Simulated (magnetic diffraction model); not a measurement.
# TmCuAg₂Cl₆: the ordered moment from one line

Space group Fm-3m (no. 225), a = 9.9090 Å.

| site | atom | x | y | z |
| --- | --- | --- | --- | --- |
| 4a | Tm | 0 | 0 | 0 |
| 8c | Ag | 1/4 | 1/4 | 3/4 |
| 4b | Cu | 1/2 | 0 | 0 |
| 24e | Cl | 1/2 | 0 | 0.7568 |

The compound is invented for this exercise: a known structure type with other elements, its cell scaled to their sizes and not relaxed.

Only Tm is taken to order (form factors of Tm3+); orders and moment sizes are assumed, and not adapted to the symmetry. Radiation: neutrons of λ = 1.909 Å, 8° to 80°; isotropic B of 0.22 Å² (Tm), 0.23 Å² (Ag), 0.25 Å² (Cu) and 0.36 Å² (Cl). The intensities are simulated: I ∝ L Σ (|F_N|² + |F_M⊥|²) for unpolarised neutrons, with F_M = 2.695 fm/μB × Σ f(s) S exp(2πi Q·r) exp(−B s²) at Q = H ± k (one set where k and −k are equivalent), only the part normal to Q counting and L = 1/(sin²θ cos θ). For collinear order S is the moment m, which repeats by lattice and centring translations R with the sign exp(−2πi k·R). Form factors are spin-only for 3d ions and dipole or tabulated for f ions, scattering lengths are Sears's of 1992, and absorption is left out. A label names one of the reflections at its angle. The strongest nuclear line in the range is 100, and lines under 0.2 are left out.

In a first state the assumed order is k = (1 0 0), collinear moments along [100], 5.2 μB on Tm, with this pattern:

```csv
2θ (°),index,nuclear,magnetic
15.66,(0 1 1),0.0,12.9
19.21,(1 1 1),0.9,0.0
22.21,(2 0 0),25.2,0.0
24.88,(1 2 0),0.0,7.9
27.30,(2 1 1),0.0,2.7
31.62,(2 2 0),3.1,0.0
33.59,(1 2 2),0.0,4.6
35.47,(0 3 1),0.0,4.6
38.98,(2 2 2),68.8,0.0
40.65,(3 2 0),0.0,1.1
42.25,(2 3 1),0.0,4.5
45.33,(4 0 0),93.9,0.0
46.80,(3 2 2),0.0,3.5
48.24,(4 1 1),0.0,1.4
49.65,(3 3 1),0.5,0.0
51.03,(4 2 0),20.8,0.0
```
(The table stops after 16 lines; 19 more lie at higher angle.)

**Question.** Nearer the ordering temperature the line at 15.66° has total intensity 6.3 on the same scale, and all moments have shrunk alike. How large is the Tm moment?

The nuclear part, 0.0, stays, so the magnetic part is 6.3 against 12.9. It goes as m², so m = 5.2 × √(6.3/12.9) = 3.63 μB; the value used was 3.64 μB.

[Logs are printed without paths, hosts, clocks, repeated set-up lines and the standing remarks that a program may print on its own settings, such as how far it seeks lower states.]
